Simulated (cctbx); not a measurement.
# What resolution and counting buy: Tb4Mn2BiSb

Space group I4/mcm (no. 140), a = 7.6780 Å, b = 7.6780 Å, c = 13.4950 Å, α = 90.00°, β = 90.00°, γ = 90.00°.

```
atom  mult.       x       y       z  Ueq (Å²)
 Bi1      4     1/2     1/2       0    0.0051
 Tb1     16  0.6582  0.8418  0.1376    0.0079
 Sb1      4     1/2     1/2     1/4    0.0074
 Mn1      8  0.1189  0.3811       0    0.0104
```

The model is made up (kin elements in a known structure type, no relaxation), so it says nothing on whether the phase exists.

Five simulated data sets (cctbx; Mo Kα, λ = 0.71073 Å; 6 % proportional error) differ in resolution or exposure (noise floor 8 counts in the first three, 8 in the last two). Each is refined with the right model, isotropic at 1.1 Å and anisotropic otherwise. How do the figures of merit and the uncertainties move?

| d min (Å) | top counts | ⟨I/σ⟩ (unmerged, absences included) | unique | param. (scale apart) | Rint | R1 | GooF | largest s.u. xyz (fractional) | s.u. U of Mn1 (Å²) | largest error (Å) |
| --- | --- | --- | --- | --- | --- | --- | --- | --- | --- | --- |
| 1.1 | 40000 | 5.6 | 97 | 7 | 0.045 | 0.0142 | 1.67 | 0.00026 | 0.0008 | 0.0054 |
| 0.84 | 40000 | 5.4 | 210 | 14 | 0.048 | 0.0098 | 0.92 | 0.00009 | 0.0003 | 0.0014 |
| 0.6 | 40000 | 5.1 | 549 | 14 | 0.050 | 0.0110 | 0.93 | 0.00005 | 0.0001 | 0.0005 |
| 0.75 | 300 | 0.6 | 290 | 14 | 0.376 | 0.0501 | 0.89 | 0.00101 | 0.0037 | 0.0063 |
| 0.75 | 3000 | 2.5 | 290 | 14 | 0.086 | 0.0197 | 0.89 | 0.00023 | 0.0007 | 0.0026 |

GooF reaches 1.67 where the model lacks something that the data hold (anisotropy at the isotropic level, for one). The s.u. of U for Mn1 goes 0.0008, 0.0003, 0.0001 Å² with resolution and 0.0037, 0.0007 Å² with exposure.

The 1.1 Å row also differs in its displacement model, so it isn't a clean test of resolution.

Hardware for the 0.6 Å refinement: 0.68 s on 1 thread of Arm Neoverse N1, on a shared host, peak memory 0.09 GiB.

[Logs are printed without paths, hosts, clocks, repeated set-up lines and the standing remarks that a program may print on its own settings, such as how far it seeks lower states.]
